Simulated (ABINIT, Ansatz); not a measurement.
Computed results, one entry a study.

```xyz
3
Lattice="0.000 2.694 2.694 2.694 0.000 2.694 2.694 2.694 0.000" Properties=species:S:1:pos:R:3 pbc="T T T" subject="CdF2 (Fm-3m): G0W0 with ABINIT, start to end" method="RPA screening on PBE, plane waves, norm-conserving pseudopotentials (and 2 further levels or steps)" program="ABINIT 10.8.3" settings="cutoff 47 Ha, PseudoDojo scalar-relativistic 0.4.1 standard, norm-conserving, potential set dojo-sr-pbe-0.4.1-standard, ngkpt (6, 6, 6), nband 268, ecuteps 10 Ha, inclvkb 2, shiftk (0, 0, 0), symchi 1, awtr 1, frequency ppm, 6×6×6 k-mesh" cost="5 runs, 15 min in all on 8 MPI ranks of Arm Neoverse V2, shared host" notes="The cell and positions come from the Crystallography Open Database and are kept as given unless a step says otherwise. Limits: d shell near the gap, gap tends to lie low; no spin-orbit coupling." pbe_gap="3.12 eV, indirect" g0w0_gap_on_the_mesh="5.49 eV" gw_settings="6×6×6 mesh, 268 bands, screening to 272.1 eV, Godby-Needs plasmon pole" known_limits="short of the basis limit; d shell near the gap, gap tends to lie low; no spin-orbit coupling"
Cd    0.000    0.000    0.000
F     1.347    1.347    1.347
F     4.041    4.041    4.041
```

[Long decimals in the printed logs are rounded to 6 places.]

[Logs are printed without paths, hosts, clocks, repeated set-up lines and the standing remarks that a program may print on its own settings, such as how far it seeks lower states.]

[Paths, hosts, dates, memory and timing lines, banners, echoed tables and standing remarks are left out of the program output; an Ansatz launch command may be rebuilt from the run's recorded settings. Measured values are a selection of at most five: reports struck by readers or far from the other reports are left out. None is set beside runs whose start may be inverted or whose files or cutoffs have a known fault.]

[Runs of the session that timed out or met a known fault of the program may be left out.]

[Hosts, paths, dates, database ids (printed as entryN), source tags and the programs' standing remarks are cut or masked in the printed files.]

[G0W0 gaps are taken among the corrected bands and points alone; a level outside them can change the order at an edge.]

[Where Ansatz stands beside ABINIT at settings called matched, ABINIT's density can come from a denser mesh and the files from another edition; pairs whose starting gaps differed by over 0.03 eV were left out, so agreement reads better than it is.]
